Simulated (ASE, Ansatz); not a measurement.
## Localised basis functions on C(111) slab, H on the bottom face (272 atoms)

Wanted: errors and times of a linear-scaling basis for C(111) slab, H on the bottom face (272 atoms). A setting counts as converged where the r.m.s. difference of forces stays under 1 % of the r.m.s. force.

Method: Kohn-Sham DFT, PBE+D3(BJ), PAW (set soft_2), plane waves, in Ansatz 0.2.0.

**1. The starting structure**

The cell holds 272 atoms: 256 C and 16 H. Its edges and angles: a = 10.089 Å, b = 10.089 Å, c = 26.021 Å, α = 90.0°, β = 90.0°, γ = 120.0°. It derives from C (diamond-structure). Diamond-structure C (a = 3.567 Å), (111) slab of 16 atomic planes, 4 x 4 surface cells, H on the broken bonds of the bottom face, 10 Å of vacuum; displaced by a Gaussian of 0.02 Å. Regions: slab, 256 atoms (256 C); hydrogen, 16 atoms (16 H). Vacuum lies along c.

Before any run, some limits are plain. Beside vacuum, support functions can miss their usual error bounds without a warning. The main run has no spin polarisation, so any moments at edges, vacancies or dangling bonds can't form in it.

**2. Plane-wave single point**

This run is the reference for what follows, at a cutoff of 420 eV.

Input file input.yaml:

```yaml
crystal:
  lattice:
    - [10.089, 0.0, 0.0]
    - [-5.0445, 8.73733, 0.0]
    - [0.0, 0.0, 26.02071]
  atoms:
    - { symbol: C, position: [0.33637, 0.91712, 0.25393] }
    - { symbol: C, position: [0.25108, 0.00238, 0.23236] }
    - { symbol: C, position: [0.1632, 0.83218, 0.33403] }
    - { symbol: C, position: [0.3326, 0.91378, 0.31331] }
    - { symbol: C, position: [0.25485, 0.00569, 0.41212] }
    - { symbol: C, position: [0.16814, 0.831, 0.39108] }
    - { symbol: C, position: [0.33152, 0.91537, 0.49256] }
    - { symbol: C, position: [0.25454, 0.00746, 0.47226] }
    - { symbol: C, position: [0.1687, 0.83523, 0.57083] }
    - { symbol: C, position: [0.33524, 0.91806, 0.55135] }
    - { symbol: C, position: [0.24894, 0.99939, 0.64924] }
    - { symbol: C, position: [0.16196, 0.83283, 0.6281] }
    - { symbol: C, position: [0.33761, 0.9198, 0.72682] }
    - { symbol: C, position: [0.25247, 0.00142, 0.7098] }
    - { symbol: C, position: [0.16573, 0.83213, 0.80775] }
    - { symbol: C, position: [0.33232, 0.9181, 0.78742] }
    - { symbol: C, position: [0.33218, 0.66184, 0.25474] }
    - { symbol: C, position: [0.25301, 0.75234, 0.23381] }
    - { symbol: C, position: [0.1661, 0.58264, 0.33419] }
    - { symbol: C, position: [0.33299, 0.66862, 0.31279] }
    - { symbol: C, position: [0.25018, 0.74991, 0.4119] }
    - { symbol: C, position: [0.16896, 0.58166, 0.39149] }
    - { symbol: C, position: [0.33768, 0.66902, 0.49169] }
    - { symbol: C, position: [0.25346, 0.7495, 0.47124] }
    - { symbol: C, position: [0.16529, 0.57815, 0.56988] }
    - { symbol: C, position: [0.33224, 0.6671, 0.55003] }
    - { symbol: C, position: [0.25077, 0.74893, 0.65015] }
    - { symbol: C, position: [0.16592, 0.58284, 0.6303] }
    - { symbol: C, position: [0.33225, 0.66498, 0.72711] }
    - { symbol: C, position: [0.25015, 0.75028, 0.70922] }
    - { symbol: C, position: [0.16227, 0.58213, 0.80826] }
    - { symbol: C, position: [0.33417, 0.66919, 0.78737] }
    [... 234 atom lines left out ...]
    - { symbol: H, position: [0.49529, 0.24618, 0.19239] }
    - { symbol: H, position: [0.74672, 0.50071, 0.19224] }
    - { symbol: H, position: [0.0024, 0.75154, 0.19209] }
    - { symbol: H, position: [0.75523, 0.25468, 0.19273] }
    - { symbol: H, position: [0.00038, 0.49941, 0.19102] }
    - { symbol: H, position: [0.00082, 0.25178, 0.19308] }
kpoints:
  mp_grid: { grid: [2, 2, 1] }
hamiltonian:
  xc: pbe
  dispersion: d3bj
scf:
  occupations: { method: fermi_dirac, width: 0.05 }
output:
  forces: true
  populations: intrinsic
  dos:
    method: { smearing: { sigma: 0.08 } }
    de: 0.1
    projected:
      site_lists:
        C: [C]
        H: [H]
        hydrogen: [256, 257, 258, 259, 260, 261, 262, 263, 264, 265, 266, 267, 268, 269, 270, 271]
  eigenvalues: true
  write_density: true
  write_potential: true
  volumetric_format: npy
```

Launch:

```
$ ansatz run input.yaml --threads 8 --pin off --max-ram 15872MiB --backend cpu --events-out ev --progress --plain --runs-dir out
```

Numbers of over 12 decimals in the logs are rounded to 6 here.

What it wrote:

```text
Engine: ansatz 0.2.0, aarch64-unknown-linux-gnu
Pseudopotentials: kind: paw
Pseudopotential: C, paw, valence charge 4, recommended cutoff 420 eV (normal), C.paw.azcp
Pseudopotential: H, paw, valence charge 1, recommended cutoff 420 eV (normal), H.paw.azcp
Functional definition: PBE
  parameter kappa = 0.804
  parameter beta = 0.066725
  exchange = pbe_x(kappa = kappa, mu = beta*pi^2/3)
  correlation = pbe_c(beta = beta)
Crystal: 272 atoms, lattice volume = 2293.750 Å³
Basis set: ecut = 420 eV, 44883 PW (Γ), exchange–correlation on 144×144×360 points (8 copies of the dense FFT grid, shifted against one another)
Bands: 792, of which v1, the nominal top of the filled ones, is band 520 counted from 1 (519 counted from 0)
Symmetry: 1 space group operations
Space group: P1 (ITA 1), of the structure as read, at distance tolerance 1.3e-4 Å
k-points: 4
Non-local potential: C, projectors of the file, l = 0: 2, l = 1: 2, l = 2: 1
Non-local potential: H, projectors of the file, l = 0: 2, l = 1: 1
PAW form: soft (Blöchl's): semilocal exchange-correlation on the pseudo side does not see the compensation charge
PAW one-centre angular grid: C, 110 points (default); XC on 64 Gauss nodes
PAW one-centre angular grid: H, 110 points (default); XC on 64 Gauss nodes
Initial density: superposition of atomic densities (neutral atoms: chi_scale 0, normalization atom), corrected by the library's trained network
Initial wavefunctions: pseudopotential atomic-orbital guess
Functional: x = pbe(κ = 0.804, μ = 0.219515), c = pbe(β = 0.066725)
SCF iter   1: F=—  HF=-64468.707614 eV  |F-HF|=—  |Δ(HF+E_count)|=         —  Δρ=2.16e-2  dr2=1.35e2  ethr=1.77e-3  ⟨swp⟩=8.5  Hψ=16010  notcnv=0  defer=984
preconditioner: auto → LDOS  [metal: Δε(μ)=0.017 eV  Ē_g=16.468 eV  σ=0.050 eV  W_gap=0.08  n_scr=510 (ndim 8)  ℏωp=25.0 eV  f_vac=0.300  D(μ)=51.60/eV (n_scr^D=310)  β→1.0]
SCF iter   2: F=—  HF=-64466.189314 eV  |F-HF|=—  |Δ(HF+E_count)|=    2.52e0  Δρ=9.47e-3  dr2=7.90e0  ethr=1.77e-3  ⟨swp⟩=5.0  Hψ=3732  notcnv=0  defer=1031
SCF iter   3: F=—  HF=-64466.155277 eV  |F-HF|=—  |Δ(HF+E_count)|=   3.40e-2  Δρ=7.65e-3  dr2=4.36e0  ethr=7.60e-4  ⟨swp⟩=3.0  Hψ=4684  notcnv=0  defer=1038
SCF iter   4: F=—  HF=-64466.421077 eV  |F-HF|=—  |Δ(HF+E_count)|=   2.66e-1  Δρ=8.35e-3  dr2=2.04e1  ethr=4.20e-4  ⟨swp⟩=3.5  Hψ=3724  notcnv=0  defer=1038  recentre
SCF iter   5: F=—  HF=-64465.591142 eV  |F-HF|=—  |Δ(HF+E_count)|=   8.30e-1  Δρ=5.31e-3  dr2=2.86e0  ethr=4.20e-4  ⟨swp⟩=3.5  Hψ=3680  notcnv=0  defer=1032
SCF iter   6: F=—  HF=-64465.490269 eV  |F-HF|=—  |Δ(HF+E_count)|=   1.01e-1  Δρ=3.58e-3  dr2=1.15e0  ethr=2.75e-4  ⟨swp⟩=2.0  Hψ=2155  notcnv=0  defer=1032
SCF iter   7: F=—  HF=-64465.402601 eV  |F-HF|=—  |Δ(HF+E_count)|=   8.77e-2  Δρ=1.69e-3  dr2=3.57e-1  ethr=1.11e-4  ⟨swp⟩=3.8  Hψ=5449  notcnv=0  defer=1032
SCF iter   8: F=—  HF=-64465.372603 eV  |F-HF|=—  |Δ(HF+E_count)|=   3.00e-2  Δρ=1.03e-3  dr2=1.73e-1  ethr=3.43e-5  ⟨swp⟩=2.0  Hψ=2904  notcnv=0  defer=1032
SCF iter   9: F=—  HF=-64465.362728 eV  |F-HF|=—  |Δ(HF+E_count)|=   9.87e-3  Δρ=7.33e-4  dr2=8.25e-2  ethr=1.66e-5  ⟨swp⟩=4.0  Hψ=3393  notcnv=0  defer=1032
SCF iter  10: F=—  HF=-64465.350281 eV  |F-HF|=—  |Δ(HF+E_count)|=   1.24e-2  Δρ=5.31e-4  dr2=3.53e-2  ethr=7.94e-6  ⟨swp⟩=3.0  Hψ=3284  notcnv=0  defer=1032
[...]
SCF iter  17: F=—  HF=-64465.346031 eV  |F-HF|=—  |Δ(HF+E_count)|=   5.00e-5  Δρ=4.48e-5  dr2=8.23e-5  ethr=1.68e-8  ⟨swp⟩=2.5  Hψ=3518  notcnv=0  defer=1032
SCF iter  18: F=—  HF=-64465.344369 eV  |F-HF|=—  |Δ(HF+E_count)|=   1.66e-3  Δρ=3.29e-5  dr2=4.67e-5  ethr=7.91e-9  ⟨swp⟩=2.0  Hψ=4219  notcnv=0  defer=1032
SCF iter  19: F=—  HF=-64465.344368 eV  |F-HF|=—  |Δ(HF+E_count)|=   1.40e-6  Δρ=2.05e-5  dr2=1.63e-5  ethr=4.49e-9  ⟨swp⟩=2.0  Hψ=2932  notcnv=0  defer=1032
SCF iter  20: F=—  HF=-64465.344369 eV  |F-HF|=—  |Δ(HF+E_count)|=   1.32e-6  Δρ=1.43e-5  dr2=9.15e-6  ethr=1.57e-9  ⟨swp⟩=2.0  Hψ=3628  notcnv=0  defer=1032
SCF iter  21: F=—  HF=-64465.344369 eV  |F-HF|=—  |Δ(HF+E_count)|=   2.55e-7  Δρ=9.54e-6  dr2=3.77e-6  ethr=8.80e-10  ⟨swp⟩=2.2  Hψ=3505  notcnv=0  defer=1032
SCF iter  22: F=—  HF=-64465.344370 eV  |F-HF|=—  |Δ(HF+E_count)|=   1.07e-6  Δρ=6.16e-6  dr2=1.74e-6  ethr=3.63e-10  ⟨swp⟩=2.5  Hψ=3773  notcnv=0  defer=1032
SCF iter  23: F=—  HF=-64465.344371 eV  |F-HF|=—  |Δ(HF+E_count)|=   5.46e-7  Δρ=4.47e-6  dr2=9.16e-7  ethr=1.67e-10  ⟨swp⟩=2.0  Hψ=3699  notcnv=0  defer=1032
SCF iter  24: F=—  HF=-64465.344371 eV  |F-HF|=—  |Δ(HF+E_count)|=   3.03e-7  Δρ=2.72e-6  dr2=3.00e-7  ethr=8.81e-11  ⟨swp⟩=2.5  Hψ=3218  notcnv=0  defer=1032
SCF iter  25: F=—  HF=-64465.344371 eV  |F-HF|=—  |Δ(HF+E_count)|=   5.37e-8  Δρ=2.01e-6  dr2=1.48e-7  ethr=2.89e-11  ⟨swp⟩=2.0  Hψ=3411  notcnv=0  defer=1032
SCF iter  26: F=-64465.344371 eV  HF=-64465.344371 eV  |F-HF|=3.33e-8  |Δ(HF+E_count)|=   3.09e-8  Δρ=1.46e-6  dr2=8.06e-8  ethr=9.62e-12  ⟨swp⟩=33.0  Hψ=39062  notcnv=0
SCF 1 converged in 26 iterations: F = -64465.344371 eV  dr2 = 8.06e-8
  greatest PAW one-centre occupation: 0.662 electrons in one spin orbital (limit 2), on the C atom at site 158 (counted from 0), in its partial waves of l = 0
WARN: The output density's exchange-correlation potential varies sharply where the density is thin. Do not read a vacuum level from v_tot or v_xc, or from such a field of the output density. On a cell that repeats whose density bears no net charge and no dipole along the vacuum's axis use v_es (v_loc + v_h of the components); [...]
SCF converged after 26 iterations
Free energy (F): -64465.344371 eV
Harris-Foulkes:  -64465.344371 eV  (|F-HF|=3.33e-8)
Internal energy: -64464.635341 eV  (E = F + TS)
E sigma→0 (E₀):  -64464.989856 eV
Entropy (-TS):   -0.709030 eV (-2.607 meV/atom)
Fermi energy:    7.486715 eV
--- Per-component energies (eV) ---
  E_band       = -2160.226956
  E_kinetic    = 23748.879768
  E_local      = -634322.779412  (includes V_loc(G=0)·N_el)
  E_nonlocal   = 6864.915699
  E_hartree    = 309436.806724
  E_xc         = -12579.379591
  E_vxc        = -15618.214401  (∫ρ·V_xc dr)
  E_paw        = -25402.000493  (= ΣΔE_a)
  E_vpaw       = -1706.658482  (= ΣTr[D̂ρ^β])
  E_aug_tail   = -0.019941  (compensation charges beyond the density's cutoff)
  E_ewald      = 267834.401257
  E_disp       = -45.459352  (pairwise vdW)
  E_smearing   = -0.709030  (= −TS)
  E_closure    = 0.000000  (closes the sum)
  Σ components = -64465.344371   (vs F -64465.344371, Δ=0.00e0)
--- Forces (eV/Å), atoms counted from 1 ---
  atom   1  C     -1.00702213     0.31258839    -1.15306945
  atom   2  C      0.58918292    -0.46850024     4.77022608
  atom   3  C      1.33282966    -0.36638305    -1.84765147
  atom   4  C     -0.44970680     1.32537034     0.08473807
  atom   5  C      0.06217977    -1.49408369     0.11831193
  atom   6  C     -1.03172874     1.49345847     2.27669599
  atom   7  C      0.29753491     1.03846621    -1.51062182
  atom   8  C     -0.43675157    -3.71220798    -0.90884728
  atom   9  C     -0.49343322    -1.23148789    -0.93911284
  atom  10  C     -0.30849959    -0.07717765    -0.16240180
  atom  11  C     -0.03669780    -0.09431089     0.10654744
  atom  12  C      2.20789699     0.31396245     2.16267960
  atom  13  C     -0.65697733    -0.64360918     0.71664740
  atom  14  C     -0.39897324     0.09820575    -1.10389008
[...]
atom 271  H      0.04342477    -0.06793973    -0.14479632
  atom 272  H      0.06010691    -0.04939600    -0.81109411
  max |Σ_I F_I| component: 2.53e-5 eV/Å
--- Band table (eV) ---
  k-point 0: bands = ["-14.8700", "-14.4440", "-13.9106", "-13.4284", [... 776 levels ...], "17.0296", "17.0499", "17.0567", "17.0830", "17.0953", "17.1142", "17.1323", "17.1430", "17.1586", "17.1683", "17.2002", "17.2057"]
[...]
--- intrinsic populations: 272 sites ---
  site symbol       q [e]
     0      C      3.9824
     1      C      4.1842
     2      C      3.9992
[...]
271      H      0.8417
  spilling = -0.000000 (of n_electrons = 1040.000000)
```

The job ended after 7.2 min (8 threads of Arm Neoverse V2, shared host; peak memory 12 GiB).

Reading the cycles: dr2 is the Hartree energy of the density residual (eV), the measure of convergence; HF is the Harris–Foulkes estimate of the energy, which meets the free energy F at convergence.

The program notes that it cut back its work space to fit the memory limit and the exchange-correlation potential is rough where the density is thin.

The run gave:

```yaml
free_energy: -64465.3444 eV
free_energy_per_atom: -237.0049 eV/atom
scf_cycles: 26
r_m_s_force_component: 1.301 eV/Å
longest_force: 5.705 eV/Å
fermi_energy: 7.487 eV
levels_partly_filled_by_over_2_per_cent: 61
```

Neighbours are counted within 1.85 Å (C-C), 1.34 Å (C-H).

Length of the force by element and coordination:

```
element  coordination  atoms  mean length of the force (eV/Å)  spread  least  most
      C           all    256                             2.00    1.15  0.147  5.71
      C             3     16                             4.14   0.175   3.87  4.40
      C             4    240                             1.86    1.04  0.147  5.71
      H           all     16                            0.849   0.601  0.166  2.55
```

Intrinsic-atomic-orbital charges by element and coordination:

```
element  coordination  atoms  mean charge (e)  spread    least    most
      C           all    256          -0.0098  0.0424   -0.184  0.0485
      C             3     16          -0.0227  0.0222  -0.0754  0.0153
      C             4    240          -0.0089  0.0433   -0.184  0.0485
      H           all     16            0.156  0.0083    0.143   0.175
```

By region:

```
  region  atoms  mean length of the force (eV/Å)  net charge (e)
    slab    256                             2.00            -2.5
hydrogen     16                            0.849             2.5
```

States in the cell by windows of 1 eV, zero at the Fermi level; the larger projections on atomic orbitals stand beside the total:

```
from (eV)  to (eV)  total   C p   C s
      -14      -13   32.0  19.8  11.6
      -13      -12   58.4  38.7  18.9
      -12      -11   54.8  36.3  17.5
      -11      -10   35.6  25.2   9.5
      -10       -9   58.8  47.7  10.0
       -9       -8   69.3  58.5   9.2
       -8       -7   88.0  78.0   8.4
       -7       -6   94.3  86.1   6.1
       -6       -5   94.7  87.9   4.7
       -5       -4   85.3  80.6   3.2
       -4       -3   64.3  61.5   1.8
       -3       -2   33.6  32.2   1.0
       -2       -1   14.7  14.3   0.2
       -1        0   17.5  15.0   2.2
        0        1   16.4  14.4   1.7
        1        2    0.0   0.0   0.0
        2        3    3.5   0.5   0.2
        3        4   15.2   5.8   4.2
        4        5   41.8  20.8  10.7
```

The curve was stored every 0.10 eV, coarse against its broadening of 0.08 eV, so these counts are rough.

Between -23 and -14 eV lie 238 more states.

The levels nearest the highest filled one (over half full), pooled over k-points and spins:

```
level less the highest filled one (eV)  occupation
                               -0.0213        1.26
                               -0.0152        1.20
                               -0.0076        1.12
                               -0.0061        1.11
                               -0.0026        1.07
                                     0        1.05
                                0.0062       0.988
                                0.0085       0.965
                                0.0167       0.884
                                0.0191        0.86
                                0.0263        0.79
                                0.0303       0.752
```

Planar average of the electrostatic potential energy along the normal, with the Fermi level as zero, after a running mean with a triangular window 4 Å wide at its base:

```
height (Å)  potential energy (eV)
       0.0                   4.29
       0.7                   4.03
       1.4                   3.76
       2.2                   3.49
       2.9                   3.09
       3.8                   1.98
       4.5                  -0.66
       5.2                  -4.85
       5.9                  -8.78
       6.6                 -11.24
       7.4                 -11.70
       8.1                 -11.87
       8.8                 -11.94
       9.5                 -11.95
      10.4                 -12.04
      11.1                 -12.02
      11.9                 -12.05
      12.6                 -12.12
      13.3                 -12.13
      14.0                 -12.21
      14.7                 -12.31
      15.5                 -12.28
      16.3                 -12.26
      17.1                 -12.18
      17.8                 -12.11
      18.5                 -12.07
      19.2                 -11.82
      19.9                 -11.27
      20.7                  -9.54
      21.4                  -5.41
      22.1                  -0.45
      23.0                   3.99
      23.7                   4.96
      24.4                   4.85
      25.2                   4.61
      25.9                   4.34
```

Valence density in the ca plane at fractional y = 0.000, with atoms of C and H within 0.2 Å of it. It is the smooth field of the valence electrons, not physical close to the nuclei.

Ten even steps from '0' (0.0 e/Å³) to '9' (2.2 e/Å³):
```
0000000000000135677510001100137765577410001100
0000000000000001245321122211135422245311122211
0000000000000000113321246521123210123321246421
0000000000000000013321247631123210123321257521
0000000000000001134321123321134321234311123311
0000000000000023567520011100136754467410011100
0000000000000059998620000000147886888410000000
0000000000000046788520000000148875687410000000
0000000000000001246421112111136532356311112111
0000000000000000123321135421234311123321245421
0000000000000000013321247632233210023321257632
0000000000000000123321134421134321123321134321
0000000000000012356421011110136743456410011111
0000000000000157788510000000137887788410000000
0000000000000158888520000000137877788410000000
0000000000000012357521011110135643466410111110
0000000000000001124321124321123311134321234321
0000000000000000013321246632223210123321257531
0000000000000000123321135421123211123321245421
0000000000000011345411112210135532356411112111
0000000000000147787510000000137876688510000000
0000000000000169998510000000137887788510000000
0000000000000024567410011100136654467410011100
0000000000000001134321123311124321234311123311
0000000000000000013321246531123210123321257522
0000000000000000123321245521123210123321246521
0000000000000001235321122211134422245311123211
0000000000000035577510001100137765678410011100
0000000000000169988510000000147887888510000000
```
Columns run along c (16.0 Å, from fractional 0.00 to 0.61 of the cell), rows up along a (10.1 Å). Atoms in or near the plane, at fractional coordinates: C at (0.23, 0.25), C at (0.41, 0.25), C at (0.47, 0.25), C at (0.23, 0.50), C at (0.41, 0.50), C at (0.47, 0.50), C at (0.23, 0.75), C at (0.41, 0.75), C at (0.47, 0.75), C at (0.23, 0.00), C at (0.41, 0.00), C at (0.47, 0.00), H at (0.19, 0.25), H at (0.19, 0.50) and more.

Electrostatic potential energy in the ca plane at fractional y = 0.000, with atoms of C and H within 0.2 Å of it. With pseudopotentials it is smooth inside the atoms' cores, unlike the true potential.

Ten even steps from '0' (-54 eV) to '9' (12 eV):
```
9999999999999966600599999999972048512799999999
9999999999999999877899988899987688877889988899
9999999999999999998889887789888899988789887789
9999999999999999998889877789888899988789877789
9999999999999999988889988889988889888889888889
9999999999999977722689999999974258623799999999
9999999999999922400389999999950017200599999999
9999999999999955500489999999960037400699999999
9999999999999999866889998999986578756899988999
9999999999999999998889888889878899988889887888
9999999999999999998789877788877899988788877788
9999999999999999988889988889888889988889888889
9999999999999999854799999899985358745899998899
9999999999999834500489999999960017300599999999
9999999999999834400489999999970017300599999999
9999999999999988744789999999986468734799988999
9999999999999999988889988889888889888889888889
9999999999999999998789887789877899988788877788
9999999999999999998889988889888899988889887889
9999999999999999866899999899986578856899998899
9999999999999955500599999999971027400589999999
9999999999999822300499999999960007300489999999
9999999999999987623799999999984258623799999999
9999999999999999988889988899988889888889888889
9999999999999999998789887789888899988789877788
9999999999999999998889887789888899988789877788
9999999999999999877899998899987788867889988889
9999999999999966611699999999972048401689999999
9999999999999813400389999999960017200599999999
```
Columns run along c (16.0 Å, from fractional 0.00 to 0.61 of the cell; values clipped at the 3rd and 97th percentile), rows up along a (10.1 Å). Atoms in or near the plane, at fractional coordinates: C at (0.23, 0.25), C at (0.41, 0.25), C at (0.47, 0.25), C at (0.23, 0.50), C at (0.41, 0.50), C at (0.47, 0.50), C at (0.23, 0.75), C at (0.41, 0.75), C at (0.47, 0.75), C at (0.23, 0.00), C at (0.41, 0.00), C at (0.47, 0.00), H at (0.19, 0.25), H at (0.19, 0.50) and more.

Mean intrinsic-atomic-orbital charges: C -0.01, H +0.16 e. Charges this small depend on the projection, at times even in sign. By these charges the region 'hydrogen' has given 2.5 e to 'slab'; where the regions aren't neutral units, this includes their ionic charge. Within 0.4 eV of the Fermi level the largest share is C p (87 % of the projected weight). The potential slopes across the vacuum by 0.36 eV/Å: the slab bears a dipole, and with periodic images along the normal there is no flat vacuum level to read.

[end of part 1 of 2]

[Logs are printed without paths, hosts, clocks, repeated set-up lines and the standing remarks that a program may print on its own settings, such as how far it seeks lower states.]

[Hosts, paths, dates, database ids (printed as entryN), source tags and the programs' standing remarks are cut or masked in the printed files.]
